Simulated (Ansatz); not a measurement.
# AlBiSe3 (model cell, started as cubic perovskite with Al in the octahedra): a soft mode frozen in, part 2 of 2

Aim: this structure of AlBiSe3 (model cell, started as cubic perovskite with Al in the octahedra) is to be tested for unstable modes, and one is followed downhill.

Ansatz 0.2.0; DFT PBEsol, scalar-relativistic, plane waves, PAW.

So far, highest frequency on the path or at a solved wavevector (cm⁻¹): step 2 (phonons on a q mesh) 341. Also lowest frequency on the path (cm⁻¹): step 2 -157.

The structure was built from a prototype and need not be the compound's stable phase.

## 5. Energy along the mode, all amplitudes (two of the runs are shown above)

An imaginary frequency means negative curvature, so the energy should fall and then rise again as anharmonic terms take over.

This step gave:

```yaml
depth_at_the_lowest_point_sampled: 79.3 meV/atom
largest_atomic_shift_at_that_point: 0.45 Å
```

The energy from the parent by largest atomic shift:

```csv
largest atomic shift (Å),energy from the parent (meV/atom)
0.000,0
0.040,-2.06
0.080,-7.08
0.140,-17.7
0.220,-36.4
0.320,-59.8
0.450,-79.3
0.600,-69.6
```

Displacement at unit largest shift by atom:

```csv
atom,x (Å),y (Å),z (Å),size
Bi1,0.00,0.00,0.00,0.00
Bi2,0.00,0.00,0.00,0.00
Al3,0.00,0.00,0.00,0.00
Al4,0.00,0.00,0.00,0.00
Se5,0.00,0.00,0.00,0.00
Se6,0.00,0.00,0.00,0.00
Se7,0.00,0.00,1.00,1.00
Se8,0.00,0.00,-1.00,1.00
Se9,0.00,0.00,-1.00,1.00
Se10,0.00,0.00,1.00,1.00
```

The lowest of the steps tried is at 0.45 Å, 79.3 meV/atom below the parent; the bottom of the well need not coincide with a step.

## 6. Relaxation from the frozen mode

Starting from the lowest point found, all atoms and the cell are let go, so that strain and other modes of the same symmetry can join in.

Contents of input.yaml:

```yaml
crystal:
  lattice:
    - [4.8529979444, 0.0, 0.0]
    - [0.0, 4.8529979444, 0.0]
    - [0.0, 0.0, 9.7059958888]
  atoms:
    - { symbol: Bi, position: [0.0, 0.0, 0.0] }
    - { symbol: Bi, position: [0.0, 0.0, 0.5] }
    - { symbol: Al, position: [0.5, 0.5, 0.25] }
    - { symbol: Al, position: [0.5, 0.5, 0.75] }
    - { symbol: Se, position: [0.5, 0.5, 0.5] }
    - { symbol: Se, position: [0.5, 0.5, 0.0] }
    - { symbol: Se, position: [0.5, 0.0, 0.296363094] }
    - { symbol: Se, position: [0.5, 0.0, 0.703636906] }
    - { symbol: Se, position: [0.0, 0.5, 0.203636906] }
    - { symbol: Se, position: [0.0, 0.5, 0.796363094] }
kpoints:
  mp_grid: { grid: [6, 6, 4] }
hamiltonian:
  xc: pbesol
scf:
  occupations: { method: methfessel_paxton, width: 0.15 }
output:
  forces: true
  stress: true
  eigenvalues: true
relax:
  adjacent_minimum: "off"
  f_tol: 0.002
  max_steps: 120
  cell: { stress_tol: 0.03 }
```

Started as:

```sh
ansatz run input.yaml --threads 8 --pin off --max-ram 14336MiB --backend cpu --events-out ev --progress --plain --runs-dir out
```

Numbers of over 12 decimals in the logs are rounded to 6 here.

Log:

```text
[...]
Crystal: 10 atoms, lattice volume = 228.592 Å³
Basis set: ecut = 420 eV, 4445 PW (Γ), exchange–correlation on 72×72×144 points (8 copies of the dense FFT grid, shifted against one another)
Bands: 80, of which v1, the nominal top of the filled ones, is band 66 counted from 1 (65 counted from 0)
Symmetry: 16 space group operations
[...]
k-points: 30 of 144
[...]
SCF iter   1: F=—  HF=-58080.683468 eV  |F-HF|=—  |Δ(HF+E_count)|=         —  Δρ=4.48e-3  dr2=1.05e-1  ethr=1.77e-3  ⟨swp⟩=7.5  Hψ=9352  notcnv=0  defer=6
[...]
SCF iter   9: F=-58080.660948 eV  HF=-58080.660948 eV  |F-HF|=1.36e-8  |Δ(HF+E_count)|=   5.05e-9  S|Δr|=    0.00e0  Δρ=2.34e-6  dr2=3.37e-8  ethr=7.58e-11  ⟨swp⟩=9.7  Hψ=9505  notcnv=0
SCF 1 converged in 9 iterations: F = -58080.660948 eV  dr2 = 3.37e-8
[...]
relax step   1: F+E_penalty+E_count = -58080.66094832 eV  Δ(F+E_penalty+E_count) = +0.000e0 eV  max|allowed force component| = 1.857e-1 eV/Å  Δτ_max = 0.0000 Å  P = +1.215 GPa  Ω = 228.592 Å³  (9 SCF iters, dr2 threshold 1.00e-7 eV, accepted)
Crystal: 10 atoms, lattice volume = 231.743 Å³
Basis set: ecut = 420 eV, 4573 PW (Γ), exchange–correlation on 72×72×144 points (8 copies of the dense FFT grid, shifted against one another)
[...]
SCF iter   7: F=-58080.786508 eV  HF=-58080.786508 eV  |F-HF|=1.27e-7  |Δ(HF+E_count)|=   9.75e-8  S|Δr|=    0.00e0  Δρ=5.66e-6  dr2=1.81e-7  ethr=7.58e-10  ⟨swp⟩=5.8  Hψ=9705  notcnv=0
SCF 2 converged in 7 iterations: F = -58080.786508 eV  dr2 = 1.81e-7
relax step   2: F+E_penalty+E_count = -58080.78650827 eV  Δ(F+E_penalty+E_count) = -1.256e-1 eV  max|allowed force component| = 4.182e-2 eV/Å  Δτ_max = 0.0639 Å  P = +0.642 GPa  Ω = 231.743 Å³  energy of the carried Pulay correction = -4.899e-4 eV  (7 SCF iters, dr2 threshold 1.00e-6 eV, accepted)
Crystal: 10 atoms, lattice volume = 235.231 Å³
Basis set: ecut = 420 eV, 4599 PW (Γ), exchange–correlation on 72×72×144 points (8 copies of the dense FFT grid, shifted against one another)
[...]
SCF iter   6: F=-58080.851559 eV  HF=-58080.851559 eV  |F-HF|=1.64e-7  |Δ(HF+E_count)|=   2.80e-7  S|Δr|=    0.00e0  Δρ=9.85e-6  dr2=4.19e-7  ethr=7.58e-10  ⟨swp⟩=5.0  Hψ=10715  notcnv=0
SCF 3 converged in 6 iterations: F = -58080.851559 eV  dr2 = 4.19e-7
relax step   3: F+E_penalty+E_count = -58080.85155930 eV  Δ(F+E_penalty+E_count) = -6.505e-2 eV  max|allowed force component| = 8.709e-2 eV/Å  Δτ_max = 0.0298 Å  P = +0.023 GPa  Ω = 235.231 Å³  energy of the carried Pulay correction = -1.024e-3 eV  (6 SCF iters, dr2 threshold 1.00e-6 eV, accepted)
[...]
relax step   4: F+E_penalty+E_count = -58080.85043795 eV  Δ(F+E_penalty+E_count) = +1.121e-3 eV  max|allowed force component| = 1.164e-1 eV/Å  Δτ_max = 0.0456 Å  P = +0.406 GPa  Ω = 235.217 Å³  energy of the carried Pulay correction = -1.022e-3 eV  (7 SCF iters, dr2 threshold 4.74e-7 eV, rejected (line search))
[...]
relax step   5: F+E_penalty+E_count = -58080.85622575 eV  Δ(F+E_penalty+E_count) = -4.666e-3 eV  max|allowed force component| = 6.027e-3 eV/Å  Δτ_max = 0.0218 Å  P = -0.033 GPa  Ω = 236.052 Å³  energy of the carried Pulay correction = -1.149e-3 eV  (12 SCF iters, accepted)
[...]
relax step   6: F+E_penalty+E_count = -58080.85638758 eV  Δ(F+E_penalty+E_count) = -1.618e-4 eV  max|allowed force component| = 2.235e-3 eV/Å  Δτ_max = 0.0030 Å  P = +0.021 GPa  Ω = 236.000 Å³  energy of the carried Pulay correction = -1.141e-3 eV  (6 SCF iters, dr2 threshold 1.10e-8 eV, accepted)
[...]
relax step   7: F+E_penalty+E_count = -58080.85638133 eV  Δ(F+E_penalty+E_count) = +6.253e-6 eV  max|allowed force component| = 4.584e-4 eV/Å  Δτ_max = 0.0001 Å  P = -0.003 GPa  Ω = 236.089 Å³  energy of the carried Pulay correction = -1.155e-3 eV  (6 SCF iters, dr2 threshold 3.12e-10 eV, accepted)
Basis set: ecut = 420 eV, 4595 PW (Γ), exchange–correlation on 64×64×144 points (8 copies of the dense FFT grid, shifted against one another)
[...]
SCF iter   8: F=-58080.857845 eV  HF=-58080.857845 eV  |F-HF|=0.00e0  |Δ(HF+E_count)|=  2.91e-11  S|Δr|=    0.00e0  Δρ=4.33e-8  dr2=9.33e-12  ethr=1.00e-12  ⟨swp⟩=4.4  Hψ=8475  notcnv=0
SCF 8 converged in 8 iterations: F = -58080.857845 eV  dr2 = 9.33e-12
relax step   8: F+E_penalty+E_count = -58080.85784460 eV  Δ(F+E_penalty+E_count) = -1.463e-3 eV  max|allowed force component| = 3.564e-4 eV/Å  Δτ_max = 0.0000 Å  P = -0.001 GPa  Ω = 236.089 Å³  stress off target by 4.50e-3 GPa  SCF on the basis re-selected at this cell (its energy is not comparable with the rows above)  (8 SCF iters)
basis re-selected at this cell: Δ(F+E_penalty+E_count) = -1.463e-3 eV, ΔP = +0.002 GPa vs the last step (what re-selecting the basis moved, of the pressure what is left beyond the Pulay correction that the steps carried, after the strain that the cell walked since its last selection, with what the two solves' SCF thresholds leave and, on support functions, any second-order correction that the steps lacked; it is no measure of the basis error at this ecutwfc). The dense FFT grid was sized anew with the basis: this SCF ran on 32×32×72 points, the steps before it on 36×36×72, so part of this shift can come from that change (see relax.cell in the input reference). [rest of the remark cut]
SCF converged after 8 iterations
[...]
Free energy (F): -58080.857845 eV
[...]
Internal energy: -58080.853992 eV  (E = F + TS)
E sigma→0 (E₀):  -58080.856882 eV
Entropy (-TS):   -0.003852 eV (-0.385 meV/atom)
Fermi energy:    9.495330 eV
[...]
--- Forces (eV/Å), atoms counted from 1 ---
  atom   1  Bi     0.00000000     0.00000000     0.00000000
  atom   2  Bi     0.00000000     0.00000000     0.00000000
  atom   3  Al     0.00000000     0.00000000     0.00000000
  atom   4  Al     0.00000000     0.00000000     0.00000000
  atom   5  Se     0.00000000    -0.00000000     0.00000000
  atom   6  Se     0.00000000    -0.00000000     0.00000000
  atom   7  Se     0.00000000     0.00000000     0.00035641
  atom   8  Se     0.00000000     0.00000000    -0.00035641
  atom   9  Se     0.00000000     0.00000000    -0.00035641
  atom  10  Se    -0.00000000     0.00000000     0.00035641
  max |Σ_I F_I| component: 1.04e-17 eV/Å
--- Stress (GPa, compression-positive) ---
       -0.003445       0.000000       0.000000
        0.000000      -0.003445       0.000000
        0.000000       0.000000       0.004498
  P = ⅓ Tr σ = -0.0008 GPa (-0.008 kbar)
--- Band table (eV; the first three rows and the last of 30) ---
  k-point 0: bands = [... 62 lower, 7.8464, 7.8464, 8.3497, 8.3497, 8.7810, 9.5724, 10.8705, 10.8705, ... 10 higher]
  k-point 1: bands = [... 62 lower, 8.2639, 8.2639, 8.3681, 8.3681, 9.2512, 10.0307, 10.9660, 10.9660, ... 10 higher]
  k-point 2: bands = [... 62 lower, 8.3443, 8.3443, 8.4420, 8.4420, 10.1368, 10.1368, 10.9728, 10.9728, ... 10 higher]
  k-point 29: bands = [... 62 lower, 8.8718, 8.8718, 9.1278, 9.1278, 11.6018, 11.6018, 11.7154, 11.7154, ... 10 higher]
--- Relaxed structure (7 steps of the walk, 6 accepted, 1 SCFs on fresh bases) ---
  F+E_penalty+E_count = -58080.85784460 eV   max|allowed force component| = 3.564e-4 eV/Å   (the final SCF, on the basis selected at the relaxed cell)
  cell:  # Å, volume = 236.0893 Å³
    - [4.781763, 0, 0.0]
    - [0, 4.781763, 0.0]
    - [0.0, 0.0, 10.325244]
  atoms:
    - { symbol: Bi, position: [0, 0, 0] }
    - { symbol: Bi, position: [0, 0, 0.5] }
    - { symbol: Al, position: [0.5, 0.5, 0.25] }
    - { symbol: Al, position: [0.5, 0.5, 0.75] }
    - { symbol: Se, position: [0.5, 0.5, 0.5] }
    - { symbol: Se, position: [0.5, 0.5, 0] }
    - { symbol: Se, position: [0.5, 0, 0.308569] }
    - { symbol: Se, position: [0.5, 0, 0.691431] }
    - { symbol: Se, position: [0, 0.5, 0.191431] }
    - { symbol: Se, position: [0, 0.5, 0.808569] }
```

Run time: 20 s. Hardware: 8 threads of Intel Xeon 6975P-C (Granite Rapids), shared host; peak memory 1.4 GiB.

The steps of the relaxation:

```csv
step,energy less that of the first step (eV),largest force component (eV/Å),pressure (GPa),volume (Å³)
1,0.0000,0.1857,1.21,228.59
2,-0.1256,0.0418,0.64,231.74
3,-0.1906,0.0871,0.02,235.23
4,-0.1895,0.1164,0.41,235.22
5,-0.1953,0.0060,-0.03,236.05
6,-0.1954,0.0022,0.02,236.00
7,-0.1954,0.0005,0.00,236.09
8*,-0.1969,0.0004,0.00,236.09
```

Relaxation steps marked * repeat the geometry before them on a plane-wave basis chosen anew for their cell, so energy and pressure can jump there. Relaxation step 4 was tried and not accepted.

The run keeps the 16 symmetry operations that it works with, so distortions that break them were not tested.

```csv
"conventional cell, symmetrised",before,after,change
a (Å),4.853,4.782,-1.5 %
b (Å),4.853,4.782,-1.5 %
c (Å),9.706,10.325,+6.4 %
volume (Å³/atom),22.86,23.61,+3.3 %
```

The atoms that moved most (Å, as changes of fractional coordinates times the final cell):

```csv
atom,dx,dy,dz,length
Se8,0.000,0.000,-0.126,0.126
Se7,0.000,0.000,0.126,0.126
Se10,0.000,0.000,0.126,0.126
Se9,0.000,0.000,-0.126,0.126
```

Numbers from this step:

| Property | Result |
| --- | --- |
| pressure | -7.97e-4 GPa |
| volume per atom | 23.61 Å³ |

The distorted start has space group P4_2/mmc; the relaxation ends in P4_2/mmc.

## 7. Modes of the new phase, k-mesh 6×6×4

A relaxed structure may still be a saddle point, so its zone-centre modes are computed. No field response is asked, since the mesh shows no gap.

Contents of input.yaml:

```yaml
crystal:
  lattice:
    - [4.7817625978, 0.0, 0.0]
    - [0.0, 4.7817625978, 0.0]
    - [0.0, 0.0, 10.325244353]
  atoms:
    - { symbol: Bi, position: [0.0, 0.0, 0.0] }
    - { symbol: Bi, position: [0.0, 0.0, 0.5] }
    - { symbol: Al, position: [0.5, 0.5, 0.25] }
    - { symbol: Al, position: [0.5, 0.5, 0.75] }
    - { symbol: Se, position: [0.5, 0.5, 0.5] }
    - { symbol: Se, position: [0.5, 0.5, 0.0] }
    - { symbol: Se, position: [0.5, 0.0, 0.3085691591] }
    - { symbol: Se, position: [0.5, 0.0, 0.6914308409] }
    - { symbol: Se, position: [0.0, 0.5, 0.1914308409] }
    - { symbol: Se, position: [0.0, 0.5, 0.8085691591] }
kpoints:
  mp_grid: { grid: [6, 6, 4] }
hamiltonian:
  xc: pbesol
scf:
  occupations: { method: methfessel_paxton, width: 0.15 }
output:
  eigenvalues: true
phonons:
  method: dfpt
```

Log:

```text
zone centre: on kpoints.mp_grid the ground state, and the responses unless they are solved on pairs of k-points, stand on 48 of the mesh's 144 k-points, reduced under 4 symmetry operations, with k and −k counted as one. Each operation leaves every solved displacement unchanged or reverses it
[...]
Crystal: 10 atoms, lattice volume = 236.089 Å³
Basis set: ecut = 420 eV, 4595 PW (Γ), exchange–correlation on 64×64×144 points (8 copies of the dense FFT grid, shifted against one another)
Bands: 80, of which v1, the nominal top of the filled ones, is band 66 counted from 1 (65 counted from 0)
Symmetry: 16 space group operations
k-points: 48 of 144 (irreducible under 4 space group operations, time reversal used)
[...]
SCF iter   1: F=—  HF=-58080.869729 eV  |F-HF|=—  |Δ(HF+E_count)|=         —  Δρ=3.44e-3  dr2=5.11e-2  ethr=1.77e-3  ⟨swp⟩=7.3  Hψ=14802  notcnv=0  defer=13
[...]
SCF iter  13: F=-58080.857845 eV  HF=-58080.857845 eV  |F-HF|=1.46e-11  |Δ(HF+E_count)|=  1.46e-11  S|Δr|=    0.00e0  Δρ=2.11e-8  dr2=1.62e-12  ethr=1.00e-12  ⟨swp⟩=11.1  Hψ=19470  notcnv=0
SCF 1 converged in 13 iterations: F = -58080.857845 eV  dr2 = 1.62e-12
[...]
DFPT response loops at Γ: preconditioner auto → Kerker (q_TF=auto, 2.476 Å⁻¹) (partly filled bands, converged f_vac=0.003); β = 1.00, the filter's whole step (`scf.mixing.beta` (0.50) is not read by the response loops under this deck's `scf.mixing.preconditioner`; to damp them name `kerker` or `kerker_dos`, under which they read `scf.mixing.beta`, and type it under 1.00, their step now; both keys bind the ground state too); Broyden in place of MSR1
SCF converged after 13 iterations
[...]
Free energy (F): -58080.857845 eV
[...]
Internal energy: -58080.853992 eV  (E = F + TS)
E sigma→0 (E₀):  -58080.856882 eV
Entropy (-TS):   -0.003852 eV (-0.385 meV/atom)
Fermi energy:    9.495330 eV
[...]
--- Band table (eV; the first three rows and the last of 48) ---
  k-point 0: bands = [... 62 lower, 7.8464, 7.8464, 8.3497, 8.3497, 8.7810, 9.5724, 10.8705, 10.8705, ... 10 higher]
  k-point 1: bands = [... 62 lower, 8.2639, 8.2639, 8.3681, 8.3681, 9.2512, 10.0307, 10.9660, 10.9660, ... 10 higher]
  k-point 2: bands = [... 62 lower, 8.3443, 8.3443, 8.4420, 8.4420, 10.1368, 10.1368, 10.9728, 10.9728, ... 10 higher]
  k-point 47: bands = [... 62 lower, 8.8718, 8.8718, 9.1278, 9.1278, 11.6018, 11.6018, 11.7154, 11.7154, ... 10 higher]
--- Phonons (Γ-DFPT): 11 representative perturbations + reference, on 48 of 144 k-points (Σ response iterations 38) ---
  k mesh reduced under 4 symmetry operations, with k and −k counted as one. Each operation leaves every solved displacement unchanged or reverses it
  ASR residual: 2.438e-4 → 0.000e0 eV/Å²; symmetrization residual: 1.219e-5 eV/Å²
  ASR residual per site (eV/Å²): 5.47e-5 5.47e-5 2.44e-4 2.44e-4 1.66e-5 1.66e-5 4.29e-5 4.29e-5 4.29e-5 4.29e-5
  Γ frequencies (cm⁻¹): -93.26 -93.26 -46.21 -46.21 -29.23 -29.23 0.00 0.00 0.00 43.24 52.70 76.49 76.49 80.25 80.25 111.91 111.91 113.76 128.65 129.20 130.65 130.65 136.75 178.71 211.26 256.84 323.61 323.61 329.50 329.50
  non-analytic LO–TO correction: not included (Born effective charges unavailable; polar crystals: no LO–TO splitting at Γ)
```

Run time: 91 s. Hardware: 8 threads; peak memory 3.5 GiB; 11 min of CPU time.

Numbers from this step:

* sum-rule residual before enforcement: 2.44e-4 eV/Å²
* point group: 4/mmm
* highest optical mode at the zone centre (no LO-TO term): 329.5 cm⁻¹
* lowest optical zone-centre mode: -93.26 cm⁻¹

Patterns of degenerate modes are one choice out of their space. The modes at Γ (shares of kinetic energy by element, %) (negative means imaginary):

```csv
mode,frequency (cm⁻¹),symmetry,Bi %,Al %,Se %
1,-93.3,Eu,27,0,73
2,-93.3,Eu,27,0,73
3,-46.2,Eu,53,5,42
4,-46.2,Eu,53,5,42
5,-29.2,Eu,73,1,26
6,-29.2,Eu,73,1,26
7,0.0,acoustic,44,6,50
8,0.0,acoustic,44,6,50
9,0.0,acoustic,44,6,50
10,43.2,B2u,82,0,18
11,52.7,A2u,56,3,41
12,76.5,Eu,2,4,94
13,76.5,Eu,2,4,94
14,80.2,Eg,0,16,84
15,80.2,Eg,0,16,84
16,111.9,Eg,0,17,83
17,111.9,Eg,0,17,83
18,113.8,B1g,0,2,98
19,128.7,B2u,18,0,82
20,129.2,A1g,0,0,100
21,130.7,Eu,1,21,78
22,130.7,Eu,1,21,78
23,136.8,A2u,0,39,61
24,178.7,B2u,0,0,100
25,211.3,A2u,0,52,48
26,256.8,B1g,0,98,2
27,323.6,Eg,0,67,33
28,323.6,Eg,0,67,33
29,329.5,Eu,0,63,37
30,329.5,Eu,0,63,37
```

Displacements in mode 1 (-93.3 cm⁻¹), the largest set to 1:
```
Bi1  0.00 -0.38  0.00
Bi2  0.00  0.00  0.00
Al3  0.00  0.03  0.00
Al4  0.00  0.03  0.00
Se5  0.00  0.03  0.00
Se6  0.00  1.00  0.00
Se7  0.00  0.04  0.00
Se8  0.00  0.04  0.00
Se9  0.00 -0.06  0.00
Se10 0.00 -0.06  0.00
```

Displacements in mode 24 (178.7 cm⁻¹), the largest set to 1:
```
Bi1  0.00  0.00  0.02
Bi2  0.00  0.00 -0.02
Al3  0.00  0.00  0.00
Al4  0.00  0.00  0.00
Se5  0.00  0.00 -1.00
Se6  0.00  0.00  1.00
Se7  0.00  0.00  0.26
Se8  0.00  0.00  0.26
Se9  0.00  0.00 -0.26
Se10 0.00  0.00 -0.26
```

Before it was imposed, the acoustic sum rule was missed by 2.4e-4 eV/Å². Small misses are needed for a sound result but don't prove that mesh and cutoff are converged. The lowest optical mode is imaginary, 93.3i cm⁻¹, so the energy falls along it.

## 8. The phases reached

The phases reached along the modes that were followed are set side by side.

Energies are those of the first relaxation, on the mesh of the frozen mode; space group, volume and gap are those of the last relaxation. Phases, by row:

```csv
mode frozen in,space group,energy from parent (meV/atom),volume (Å³/atom),gap on mesh (eV),lowest zone-centre optical mode (cm⁻¹),largest shift (Å)
parent,Pm-3m,0,22.86,0,–,–
"q = (0, -0.5, -0.5), 157i cm⁻¹",P4/mbm,-224.4,22.8,0,-87.3,0.735
"q = (-0.5, -0.5, -0.5), 148i cm⁻¹",I4/mcm,-219.2,22.89,0,-96.1,0.743
"q = (-0.5, -0.5, -0.5), 148i cm⁻¹",R-3c,-257,23.06,0,-97.8,0.655
"q = (-0.5, -0.5, -0.5), 148i cm⁻¹",Imma,-293.3,23.6,0,-77.1,0.758
"q = (0, 0, -0.5), 144i cm⁻¹",P4_2/mmc,-99.16,23.61,0,-93.3,0.605
```

## 9. Summary of results

```yaml
unstable_mode_of_the_parent: q = (0, 0, -0.5), 144i cm⁻¹
depth_at_the_lowest_point_sampled: 79.3 meV/atom
largest_atomic_shift_at_that_point: 0.45 Å
space_group_reached_within_0p01_a: P4_2/mmc
energy_gained_over_the_parent_first_relaxation_on_the_mesh_of_the_frozen_mode: 99.2 meV/atom
volume_per_atom_phase_reached: 23.6 Å³
lowest_optical_zone_centre_mode_phase_reached: -93.3 cm⁻¹
highest_optical_mode_at_the_zone_centre_no_lo_to_term_phase_reached: 330 cm⁻¹
```

In words: Along this mode the structure falls into P4_2/mmc, 99.2 meV/atom below the parent. At the parent's cell the well is 79.3 meV/atom deep on the steps tried, with its lowest point at a shift of 0.45 Å. Relaxing atoms and cell changes the gain by +19.86 meV/atom against the lowest step (energies at zero smearing). The new phase still has an imaginary mode at the zone centre of its cell, so it is a saddle point on the way to a lower structure. Of the 5 patterns followed to their end from this parent, this one ends 194 meV/atom above the lowest, Imma. Each path keeps the symmetry of its pattern, so a lower phase may lie along a pattern not tried. With no gap, or one that is small against the smearing, the frequencies hang on the k mesh and the smearing, most of all near Kohn anomalies. Spin-orbit coupling is left out, which can matter for the heavy elements here. A phonon run warned that its eigensolver left some bands unconverged in a pass. The starting cell was built on a prototype and not taken from a measurement, so the phase need not exist.

[Logs are printed without paths, hosts, clocks, repeated set-up lines and the standing remarks that a program may print on its own settings, such as how far it seeks lower states.]

[Hosts, paths, dates, database ids (printed as entryN), source tags and the programs' standing remarks are cut or masked in the printed files.]
